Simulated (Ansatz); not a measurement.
In doubt: one-shot GW on d or f shells is unsure, so the values of those runs are not to be relied on.

Planning a GW calculation on CsCu2I3 (Cmcm).

Symmetry: Cmcm, No. 63, orthorhombic system. The conventional cell has a = 10.548 Å, b = 13.172 Å, c = 6.097 Å, α = 90.00°, β = 90.00°, γ = 90.00°. Nearest to Cs lie 10 I at 3.88 to 4.47 Å. Cu has 4 I at 2.60 to 2.70 Å nearest. Nearest to I lie 4 Cu at 2.70 Å and 2 Cs at 4.09 Å. I has 2 Cu at 2.60 Å and 4 Cs at 3.88 to 4.47 Å nearest. Farther neighbours and most contacts between anions are not listed.

```
Cs Cu I
1.0
     5.27395   -6.58625    0.00000
     5.27395    6.58625    0.00000
     0.00000    0.00000    6.09718
Cs Cu I
2 4 6
Direct
  0.32780 0.67220 0.25000
  0.67220 0.32780 0.75000
  0.85100 0.85100 0.00000
  0.14900 0.14900 0.50000
  0.14900 0.14900 0.00000
  0.85100 0.85100 0.50000
  0.87960 0.12040 0.25000
  0.12040 0.87960 0.75000
  0.83600 0.59800 0.25000
  0.16400 0.40200 0.75000
  0.59800 0.83600 0.75000
  0.40200 0.16400 0.25000
```

The cell and positions come from the Crystallography Open Database and are kept as given unless a step says otherwise. Spin-orbit coupling is left out unless a run names it. PAW set soft_2, made with PBE.

Runs so far (Ansatz 0.2.0, start r2SCAN, default PAW files, 2×2×2 mesh). Times are wall times on 1 × NVIDIA GB200 (shared by 2 runs) with 24 threads of Arm Neoverse V2, shared host, good to a factor of about two.

```
bands summed  cutoff (eV)  gap on the mesh (eV)   time
         256           30                 4.373  6.4 s
         545           60                 3.629  8.4 s
```

Q: What should the next rung give, with 1059 bands and screening to 100 eV, and where is the limit?

The error falls about as one over the bands when the cutoff rises with them. A line through the two highest rungs given predicts 3.309 eV; the run gave 3.354 eV, a miss of 0.045 eV, so the law holds only roughly here. The two highest rungs put the limit near 3.063 eV, the pair below near 2.970 eV; their difference is a rough measure of what is unsettled in bands and cutoff; the mesh is a separate error.

Gaps are over the mesh's points; an edge off the mesh would be missed. Limits: not at the basis limit; d shell near the gap, gap tends to lie low; no spin-orbit coupling; coarse k mesh.

[Paths, hosts, dates, memory and timing lines, banners, echoed tables and standing remarks are left out of the program output.]

[Logs are printed without paths, hosts, clocks, repeated set-up lines and the standing remarks that a program may print on its own settings, such as how far it seeks lower states.]

[Runs of the session that timed out or met a known fault of the program may be left out.]

[Cells called generated may have been cut or substituted from an entry of the Crystallography Open Database or the Materials Project.]

[Hosts, paths, dates, database ids (printed as entryN), source tags and the programs' standing remarks are cut or masked in the printed files.]
